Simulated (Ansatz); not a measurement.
# Cl on Pt(100): change of the work function, part 3 of 4

Wanted: Δφ(θ) for Cl/Pt(100), starting from the hollow site.

Ansatz 0.2.0; plane-wave DFT, PBE, Ansatz PAW.

So far, work function, upper face (eV): step 2 (the clean slab) 5.66; step 3 (37 atoms, coverage 0.111 ML, cell 3x3) 5.48.

### Step 4. The covered slab, k-mesh 6×6×1, coverage 0.25 ML

System of this step: Cl/Pt(100). The cell holds 17 atoms: 16 Pt and 1 Cl. Its edges and angles: a = 5.544 Å, b = 5.544 Å, c = 25.411 Å, α = 90.0°, β = 90.0°, γ = 90.0°. Vacuum lies along c.

Another coverage, to see how the dipoles act on each other as their distance changes.

The input, input.yaml:

```yaml
crystal:
  lattice:
    - [5.5437171646, 0.0, 0.0]
    - [0.0, 5.5437171646, 0.0]
    - [0.0, 0.0, 25.4108260328]
  atoms:
    - { symbol: Pt, position: [0.25, 0.25, 0.3541797495] }
    - { symbol: Pt, position: [0.0, 0.0, 0.4313122283] }
    - { symbol: Pt, position: [0.25, 0.25, 0.5102178985] }
    - { symbol: Pt, position: [0.0, 0.0, 0.5878791136] }
    - { symbol: Pt, position: [0.25, 0.75, 0.3541797495] }
    - { symbol: Pt, position: [0.0, 0.5, 0.4313122283] }
    - { symbol: Pt, position: [0.25, 0.75, 0.5102178985] }
    - { symbol: Pt, position: [0.0, 0.5, 0.5878791136] }
    - { symbol: Pt, position: [0.75, 0.25, 0.3541797495] }
    - { symbol: Pt, position: [0.5, 0.0, 0.4313122283] }
    - { symbol: Pt, position: [0.75, 0.25, 0.5102178985] }
    - { symbol: Pt, position: [0.5, 0.0, 0.5878791136] }
    - { symbol: Pt, position: [0.75, 0.75, 0.3541797495] }
    - { symbol: Pt, position: [0.5, 0.5, 0.4313122283] }
    - { symbol: Pt, position: [0.75, 0.75, 0.5102178985] }
    - { symbol: Pt, position: [0.5, 0.5, 0.5878791136] }
    - { symbol: Cl, position: [0.25, 0.25, 0.6458202505] }
kpoints:
  mp_grid: { grid: [6, 6, 1] }
hamiltonian:
  xc: pbe
scf:
  occupations: { method: fermi_dirac, width: 0.1 }
  convergence: { dr2_threshold: 1.0e-08 }
efield:
  axis: 3
  dipole_correction: true
  ramp_position: 0.97
  ramp_width: 0.06
relax:
  f_tol: 0.02
  max_steps: 60
  constraints: [{ sites: [0, 1, 4, 5, 8, 9, 12, 13] }]
output:
  dos: { projected: true, e_range: [-8, 4] }
  write_potential: true
  write_density: true
  volumetric_format: npy
  elf: true
```

Command:

```console
$ ansatz run input.yaml --threads 4 --pin off --max-ram 16384MiB --backend cpu --events-out ev --progress --plain --runs-dir out
```

What it wrote:

```text
[...]
Crystal: 17 atoms, lattice volume = 780.946 Å³
Basis set: ecut = 420 eV, 15313 PW (Γ), exchange–correlation on 80×80×360 points (8 copies of the dense FFT grid, shifted against one another)
Bands: 177, of which v1, the nominal top of the filled ones, is band 148 counted from 1 (147 counted from 0)
Symmetry: 8 space group operations
[...]
k-points: 10 of 36
[...]
SCF iter   1: F=—  HF=-201442.557779 eV  |F-HF|=—  |Δ(HF+E_count)|=         —  Δρ=1.49e-2  dr2=3.18e1  ethr=1.77e-3  p=0.009 e·Å  D=2.09e-3 V/Å  ΔV_dip=-0.05 eV  dr2_dipole=1.17e1  V_vac-E_F(+/−)=4.97/5.03 eV  ⟨swp⟩=7.4  Hψ=7574  notcnv=0  defer=80
[...]
SCF iter  13: F=-201442.132951 eV  HF=-201442.132951 eV  |F-HF|=2.23e-8  |Δ(HF+E_count)|=   6.98e-8  Δρ=5.45e-7  dr2=8.46e-9  ethr=3.39e-12  p=0.123 e·Å  D=2.84e-2 V/Å  ΔV_dip=-0.72 eV  dr2_dipole=1.82e-13  V_vac-E_F(+/−)=4.95/5.67 eV  ⟨swp⟩=17.2  Hψ=13604  notcnv=0
SCF 1 converged in 13 iterations: F = -201442.132951 eV  dr2 = 8.46e-9
[...]
relax step   1: F+E_penalty+E_count = -201442.13295143 eV  Δ(F+E_penalty+E_count) = +0.000e0 eV  max|allowed force component| = 1.278e0 eV/Å  Δτ_max = 0.0000 Å  (13 SCF iters, accepted)
[...]
SCF iter  12: F=-201442.287057 eV  HF=-201442.287057 eV  |F-HF|=1.75e-8  |Δ(HF+E_count)|=   3.57e-8  Δρ=4.40e-7  dr2=3.41e-9  ethr=3.33e-12  p=0.104 e·Å  D=2.40e-2 V/Å  ΔV_dip=-0.61 eV  dr2_dipole=1.26e-12  V_vac-E_F(+/−)=5.06/5.67 eV  ⟨swp⟩=15.4  Hψ=12828  notcnv=0
SCF 2 converged in 12 iterations: F = -201442.287057 eV  dr2 = 3.41e-9
relax step   2: F+E_penalty+E_count = -201442.28705681 eV  Δ(F+E_penalty+E_count) = -1.541e-1 eV  max|allowed force component| = 6.950e-1 eV/Å  Δτ_max = 0.1667 Å  (12 SCF iters, accepted)
SCF iter   1: F=—  HF=-201442.400015 eV  |F-HF|=—  |Δ(HF+E_count)|=         —  Δρ=4.39e-3  dr2=2.18e-1  ethr=1.09e-3  p=0.104 e·Å  D=2.40e-2 V/Å  ΔV_dip=-0.61 eV  dr2_dipole=4.27e-2  V_vac-E_F(+/−)=5.05/5.66 eV  ⟨swp⟩=4.8  Hψ=3651  notcnv=0  defer=130
[...]
SCF iter  12: F=-201442.384368 eV  HF=-201442.384368 eV  |F-HF|=9.43e-9  |Δ(HF+E_count)|=   5.45e-8  Δρ=2.88e-7  dr2=1.64e-9  ethr=3.39e-12  p=0.100 e·Å  D=2.33e-2 V/Å  ΔV_dip=-0.59 eV  dr2_dipole=7.88e-12  V_vac-E_F(+/−)=5.08/5.67 eV  ⟨swp⟩=14.5  Hψ=12161  notcnv=0
SCF 3 converged in 12 iterations: F = -201442.384368 eV  dr2 = 1.64e-9
relax step   3: F+E_penalty+E_count = -201442.38436783 eV  Δ(F+E_penalty+E_count) = -9.731e-2 eV  max|allowed force component| = 3.715e-1 eV/Å  Δτ_max = 0.0717 Å  (12 SCF iters, accepted)
[...]
relax step   4: F+E_penalty+E_count = -201442.39978978 eV  Δ(F+E_penalty+E_count) = -1.542e-2 eV  max|allowed force component| = 1.853e-1 eV/Å  Δτ_max = 0.0584 Å  (11 SCF iters, accepted)
[...]
relax step   5: F+E_penalty+E_count = -201442.40290258 eV  Δ(F+E_penalty+E_count) = -3.113e-3 eV  max|allowed force component| = 1.084e-1 eV/Å  Δτ_max = 0.0866 Å  (11 SCF iters, accepted)
SCF iter   1: F=—  HF=-201442.409365 eV  |F-HF|=—  |Δ(HF+E_count)|=         —  Δρ=1.30e-3  dr2=6.82e-2  ethr=2.25e-4  p=0.063 e·Å  D=1.46e-2 V/Å  ΔV_dip=-0.37 eV  dr2_dipole=2.18e-2  V_vac-E_F(+/−)=5.29/5.66 eV  ⟨swp⟩=2.0  Hψ=2522  notcnv=0  defer=131
[...]
SCF iter  11: F=-201442.405393 eV  HF=-201442.405393 eV  |F-HF|=8.56e-9  |Δ(HF+E_count)|=   4.22e-8  Δρ=2.36e-7  dr2=7.74e-10  ethr=3.39e-12  p=0.075 e·Å  D=1.74e-2 V/Å  ΔV_dip=-0.44 eV  dr2_dipole=2.08e-11  V_vac-E_F(+/−)=5.22/5.67 eV  ⟨swp⟩=14.0  Hψ=12348  notcnv=0
SCF 6 converged in 11 iterations: F = -201442.405393 eV  dr2 = 7.74e-10
relax step   6: F+E_penalty+E_count = -201442.40539289 eV  Δ(F+E_penalty+E_count) = -2.490e-3 eV  max|allowed force component| = 1.236e-2 eV/Å  Δτ_max = 0.0381 Å  (11 SCF iters, accepted)
[...]
SCF converged after 11 iterations
Free energy (F): -201442.405393 eV
[...]
Internal energy: -201441.467636 eV  (E = F + TS)
E sigma→0 (E₀):  -201441.936514 eV
Entropy (-TS):   -0.937757 eV (-55.162 meV/atom)
Fermi energy:    3.725716 eV
Dipole field:    D = 0.017423 V/Å  (p = 0.075193 e·Å, saw-weighted, corrected)
Work function:   Φ+ = 5.2236 eV   Φ− = 5.6663 eV
[...]
--- Forces (eV/Å), atoms counted from 1 ---
  atom   1  Pt    -0.00000000     0.00000000    -0.28619766
  atom   2  Pt    -0.06797250    -0.06797250     0.08858316
  atom   3  Pt    -0.00000000     0.00000000    -0.00139938
  atom   4  Pt    -0.00468155    -0.00468155    -0.00418296
  atom   5  Pt    -0.00000000     0.00000000    -0.02034200
  atom   6  Pt    -0.06797250     0.06797250     0.08858316
  atom   7  Pt     0.00000000     0.00000000     0.00202047
  atom   8  Pt    -0.00468155     0.00468155    -0.00418296
  atom   9  Pt     0.00000000     0.00000000    -0.02034200
  atom  10  Pt     0.06797250    -0.06797250     0.08858316
  atom  11  Pt    -0.00000000     0.00000000     0.00202047
  atom  12  Pt     0.00468155    -0.00468155    -0.00418296
  atom  13  Pt     0.00000000     0.00000000    -0.02566252
  atom  14  Pt     0.06797250     0.06797250     0.08858316
  atom  15  Pt     0.00000000     0.00000000    -0.00006968
  atom  16  Pt     0.00468155     0.00468155    -0.00418296
  atom  17  Cl    -0.00000000     0.00000000     0.01236011
  max |Σ_I F_I| component: 1.14e-5 eV/Å
--- Band table (eV; the first three rows and the last of 10) ---
  k-point 0: bands = [... 144 lower, 3.8370, 3.9450, 3.9450, 4.1961, 4.2646, 4.2680, 4.7139, 4.7922, ... 25 higher]
  k-point 1: bands = [... 144 lower, 3.6969, 3.7459, 3.8214, 3.9214, 3.9391, 4.0126, 4.2434, 4.3339, ... 25 higher]
  k-point 2: bands = [... 144 lower, 3.6126, 3.6585, 3.7312, 3.7532, 3.8270, 3.8881, 3.9405, 3.9890, ... 25 higher]
  k-point 9: bands = [... 144 lower, 2.8237, 3.1384, 3.1384, 3.5864, 3.7651, 3.7999, 3.7999, 3.8130, ... 25 higher]
--- Relaxed structure (6 steps of the walk, 6 accepted, 0 SCFs on fresh bases) ---
  F+E_penalty+E_count = -201442.40539289 eV   max|allowed force component| = 1.236e-2 eV/Å
  atoms:
    - { symbol: Pt, position: [0.25, 0.25, 0.3541797495] }
    - { symbol: Pt, position: [0.0, 0.0, 0.4313122283] }
    - { symbol: Pt, position: [0.25, 0.25, 0.509815] }
    - { symbol: Pt, position: [-0.00451686, -0.00451686, 0.589284] }
    - { symbol: Pt, position: [0.25, 0.75, 0.3541797495] }
    - { symbol: Pt, position: [0.0, 0.5, 0.4313122283] }
    - { symbol: Pt, position: [0.25, 0.75, 0.509261] }
    - { symbol: Pt, position: [-0.00451686, 0.504517, 0.589284] }
    - { symbol: Pt, position: [0.75, 0.25, 0.3541797495] }
    - { symbol: Pt, position: [0.5, 0.0, 0.4313122283] }
    - { symbol: Pt, position: [0.75, 0.25, 0.509261] }
    - { symbol: Pt, position: [0.504517, -0.00451686, 0.589284] }
    - { symbol: Pt, position: [0.75, 0.75, 0.3541797495] }
    - { symbol: Pt, position: [0.5, 0.5, 0.4313122283] }
    - { symbol: Pt, position: [0.75, 0.75, 0.513355] }
    - { symbol: Pt, position: [0.504517, 0.504517, 0.589284] }
    - { symbol: Cl, position: [0.25, 0.25, 0.655180] }
```

It took 4.8 min on 4 threads of Arm Neoverse V1, shared host; peak memory 3.4 GiB; 19 min of CPU time.

Step by step:

```csv
step,energy less that of the first step (eV),largest force component (eV/Å)
1,0.0000,1.2778
2,-0.1541,0.6950
3,-0.2514,0.3715
4,-0.2668,0.1853
5,-0.2700,0.1084
6,-0.2724,0.0124
```

The run keeps the 8 symmetry operations that the program found, so distortions that break them were not tested.

The atoms that moved most (Å):

```csv
atom,dx,dy,dz,length
Cl17,0.000,0.000,0.238,0.238
Pt15,0.000,0.000,0.080,0.080
Pt16,0.025,0.025,0.036,0.050
Pt8,-0.025,0.025,0.036,0.050
Pt12,0.025,-0.025,0.036,0.050
Pt4,-0.025,-0.025,0.036,0.050
Pt7,0.000,0.000,-0.024,0.024
Pt11,0.000,0.000,-0.024,0.024
```

Final coordinates:

```cif
data_structure
_symmetry_space_group_name_H-M 'P 1'
_symmetry_Int_Tables_number 1
_cell_length_a 5.5437
_cell_length_b 5.5437
_cell_length_c 25.4108
_cell_angle_alpha 90.000
_cell_angle_beta 90.000
_cell_angle_gamma 90.000
_cell_volume 780.95
loop_
_atom_site_label
_atom_site_type_symbol
_atom_site_fract_x
_atom_site_fract_y
_atom_site_fract_z
_atom_site_occupancy
Pt1 Pt 0.25000 0.25000 0.35418 1
Pt2 Pt 0.00000 0.00000 0.43131 1
Pt3 Pt 0.25000 0.25000 0.50982 1
Pt4 Pt 0.99548 0.99548 0.58928 1
Pt5 Pt 0.25000 0.75000 0.35418 1
Pt6 Pt 0.00000 0.50000 0.43131 1
Pt7 Pt 0.25000 0.75000 0.50926 1
Pt8 Pt 0.99548 0.50452 0.58928 1
Pt9 Pt 0.75000 0.25000 0.35418 1
Pt10 Pt 0.50000 0.00000 0.43131 1
Pt11 Pt 0.75000 0.25000 0.50926 1
Pt12 Pt 0.50452 0.99548 0.58928 1
Pt13 Pt 0.75000 0.75000 0.35418 1
Pt14 Pt 0.50000 0.50000 0.43131 1
Pt15 Pt 0.75000 0.75000 0.51335 1
Pt16 Pt 0.50452 0.50452 0.58928 1
Cl17 Cl 0.25000 0.25000 0.65518 1
```

Read from the output:

- energy at zero smearing: -201441.9365 eV
- work function, upper face: 5.224 eV
- dipole along the normal: 0.07519 e·Å
- step between the vacuum levels: -0.4427 eV

The density of states has structure finer than the step of the table below, so its rows give means over 0.25 eV. Peaks (eV: height): -4.840: 41.2, -4.300: 49.1, -3.340: 52.8, -3.220: 49.1, -2.230: 41.0, -2.140: 41.9, -0.030: 47.3.

The density of states by energy, zero at the Fermi level; means over each step:

```csv
energy (eV),density of states (states/eV a cell)
-7.75,1.60
-7.50,3.21
-7.25,3.36
-7.00,4.71
-6.75,10.8
-6.50,8.57
-6.25,18.3
-6.00,19.0
-5.75,23.4
-5.50,20.3
-5.25,18.2
-5.00,20.3
-4.75,19.7
-4.50,19.5
-4.25,25.3
-4.00,24.7
-3.75,22.0
-3.50,26.9
-3.25,37.9
-3.00,23.2
-2.75,22.1
-2.50,19.1
-2.25,31.1
-2.00,23.8
-1.75,23.9
-1.50,24.5
-1.25,28.6
-1.00,25.5
-0.75,28.8
-0.50,30.8
-0.25,23.8
0.00,33.7
0.25,17.0
0.50,9.71
0.75,7.31
1.00,5.66
1.25,3.88
1.50,5.20
1.75,5.09
```

Projected DOS per atom over height of the atomic layer and energy from the Fermi level. Layers: Pt4 Pt4 Pt4 Pt4 Cl from below.

Values in states/eV, 22 rows by 5 columns, each cell a mean:
```
0.25 0.25 0.24 0.28 0.14
0.22 0.18 0.19 0.25 0.17
0.43 0.32 0.29 0.39 0.22
0.70 0.69 0.70 0.74 0.36
1.78 1.88 1.91 1.64 0.59
2.15 1.58 1.44 1.79 0.37
2.26 1.23 1.17 2.00 0.24
1.97 1.14 1.24 2.01 0.24
1.78 1.20 1.16 1.72 0.24
2.44 1.06 1.30 2.10 0.21
1.60 0.90 0.93 1.56 0.38
1.87 2.32 2.21 1.79 0.33
1.21 1.38 1.52 1.39 0.59
1.24 1.47 1.58 1.31 0.99
0.95 1.07 1.27 0.92 0.96
0.98 1.41 1.47 1.21 1.89
0.91 1.80 1.28 0.69 1.16
0.73 1.76 1.56 0.81 1.88
0.27 0.88 1.07 0.60 1.21
0.21 0.61 0.61 0.38 0.51
0.11 0.26 0.25 0.17 0.15
0.05 0.15 0.15 0.07 0.05
```
Columns: height of the atomic layer (Å) from 9 to 16.6 (not evenly spaced); rows upwards: energy from the Fermi level (eV) from -7.96 to 1.95.

Electrostatic potential energy in the ca plane at fractional y = 0.250, with atoms of Pt and Cl within 0.2 Å of it. With pseudopotentials it is smooth inside the atoms' cores, unlike the true potential.

Ten even steps from '0' (-69 eV) to '9' (9 eV), each cell a mean:
```
99888999999998889999999999999999999999999999
98534799999985347999999999999999999999999999
96100389999851004899999999999999999999999999
85000279999840002799999999999999999999999999
96200489999851004899999999999999999999999999
98644799999985447999999999999999999999999999
99888999999998889999999999999999999999999999
99999999999999999999999999999999999999999999
99767899999987678999999888999999999999999999
97312589999973125899998644699999999999999999
85100279999850002799997422489999999999999999
85100279999850003799997422489999999999999999
97312589999973125899998644699999999999999999
99767899999987678999999888999999999999999999
99999999999999999999999999999999999999999999
```
Columns run along c (16.0 Å, from fractional 0.31 to 0.94 of the cell; values clipped at the 3rd and 97th percentile), rows up along a (5.5 Å). Atoms in or near the plane, at fractional coordinates: Pt at (0.35, 0.25), Pt at (0.51, 0.25), Pt at (0.35, 0.75), Pt at (0.51, 0.75), Cl at (0.66, 0.25).

ELF in the ca plane at fractional y = 0.250, with atoms of Pt and Cl within 0.2 Å of it. It is the smooth field of the valence electrons, not physical close to the nuclei.

Ten even steps from '0' (0.00) to '9' (0.88), each cell a mean:
```
23332222222222332222321111100000000000000000
23455322222234553222221100000000000000000000
35677532112246775322111000000000000000000000
35777642111357776321111000000000000000000000
35677532112246775322111000000000000000000000
23455322222234553222221100000000000000000000
23332222222222332222321111110000000000000000
23332222332222332222222345542100000000000000
23343222222223432222223789975210000000000000
34666432212235664321126999997410000000000000
35777642111357776321138856998520000000000000
35777642111257776321137856998520000000000000
34566432222235664321126999997410000000000000
23333222222223432222223789875200000000000000
23332222332222332222222245542100000000000000
```
Columns run along c (16.0 Å, from fractional 0.31 to 0.94 of the cell), rows up along a (5.5 Å). Atoms in or near the plane, at fractional coordinates: Pt at (0.35, 0.25), Pt at (0.51, 0.25), Pt at (0.35, 0.75), Pt at (0.51, 0.75), Cl at (0.66, 0.25).

Valence density in the ca plane at fractional y = 0.250, with atoms of Pt and Cl within 0.2 Å of it. It is the smooth field of the valence electrons, not physical close to the nuclei.

Ten steps, logarithmic in the rise over the least value, from '0' (0 e/Å³) to '9' (11 e/Å³), each cell a mean:
```
12343322222223433222221100000000000000000000
23676532222246764322221000000000000000000000
25899742212368997421111000000000000000000000
36999842112369997421110000000000000000000000
25899742212368997421111000000000000000000000
23676532222246764322221000000000000000000000
12333322222223433222221100000000000000000000
12233222332223332222222221100000000000000000
13455322222234553222222344310000000000000000
25788632222357886322223555531000000000000000
36899742112369997421124544541000000000000000
36899742112369997421124545541000000000000000
24788632222357886322223555531000000000000000
13455322222234553222222344310000000000000000
12233222332223332222222221100000000000000000
```
Columns run along c (16.0 Å, from fractional 0.31 to 0.94 of the cell), rows up along a (5.5 Å). Atoms in or near the plane, at fractional coordinates: Pt at (0.35, 0.25), Pt at (0.51, 0.25), Pt at (0.35, 0.75), Pt at (0.51, 0.75), Cl at (0.66, 0.25).

The relaxation took 6 steps and lowered the energy by 0.27 eV; the largest force on the free atoms ends at 0.012 eV/Å.

By hand: a sheet of dipoles makes a step −p/(ε₀A) in the electron's potential. With e/ε₀ = 180.95 V·Å, p = 0.07519 e·Å and A = 30.73 Å², that is −180.95 × (0.07519) / 30.73 = -0.443 eV, and the two vacuum levels of the run differ by -0.443 eV.

The covered face has 5.22 eV, -0.43 eV against the clean one; the bare back face has moved by +0.01 eV, a measure of how thin the slab is.

### Step 5. The covered slab, k-mesh 6×6×1, coverage 0.5 ML

System of this step: Cl/Pt(100). The cell holds 18 atoms: 16 Pt and 2 Cl. Cell: a = 5.544 Å, b = 5.544 Å, c = 25.411 Å, α = 90.0°, β = 90.0°, γ = 90.0°. Vacuum lies along c.

Another coverage, to see how the dipoles act on each other as their distance changes.

input.yaml: that of step 4 with these lines changed.

```diff
@@ -23,2 +23,3 @@
     - { symbol: Cl, position: [0.25, 0.25, 0.6458202505] }
+    - { symbol: Cl, position: [0.75, 0.75, 0.6458202505] }
 kpoints:
```

What it wrote:

```text
[...]
Crystal: 18 atoms, lattice volume = 780.946 Å³
Basis set: ecut = 420 eV, 15313 PW (Γ), exchange–correlation on 80×80×360 points (8 copies of the dense FFT grid, shifted against one another)
Bands: 182, of which v1, the nominal top of the filled ones, is band 151 counted from 1 (150 counted from 0)
Symmetry: 16 space group operations
[...]
- { symbol: Pt, position: [0.25, 0.75, 0.508210] }
    - { symbol: Pt, position: [0, 0.5, 0.589039] }
[...]
- { symbol: Pt, position: [0.75, 0.75, 0.3541797495] }
    - { symbol: Pt, position: [0.5, 0.5, 0.4313122283] }
    - { symbol: Pt, position: [0.75, 0.75, 0.512088] }
    - { symbol: Pt, position: [0.5, 0.5, 0.589039] }
    - { symbol: Cl, position: [0.25, 0.25, 0.661457] }
    - { symbol: Cl, position: [0.75, 0.75, 0.661457] }
[key lines of the parts left out:]
SCF converged after 11 iterations
Free energy (F): -202522.559968 eV
Fermi energy:    3.894119 eV
Dipole field:    D = 0.004853 V/Å  (p = 0.020946 e·Å, saw-weighted, corrected)
Work function:   Φ+ = 5.5521 eV   Φ− = 5.6754 eV
```

The job ended after 4.4 min (4 threads; peak memory 3.5 GiB).

(Part 3 of 4 ends here.)

[Long decimals in the printed logs are rounded to 6 places.]

[Logs are printed without paths, hosts, clocks, repeated set-up lines and the standing remarks that a program may print on its own settings, such as how far it seeks lower states.]

[Hosts, paths, dates, database ids (printed as entryN), source tags and the programs' standing remarks are cut or masked in the printed files.]

[Maps of the electrostatic potential energy from Ansatz leave out the sawtooth potential of an applied field or a dipole correction, so their vacuum need not be flat; planar profiles and work functions include it.]

[The density of states shown here was stored with 400 of the rows of the run's finer table, so its peaks can read low, often by over a quarter, or be missed, and its means over a window can be off by a tenth or more.]
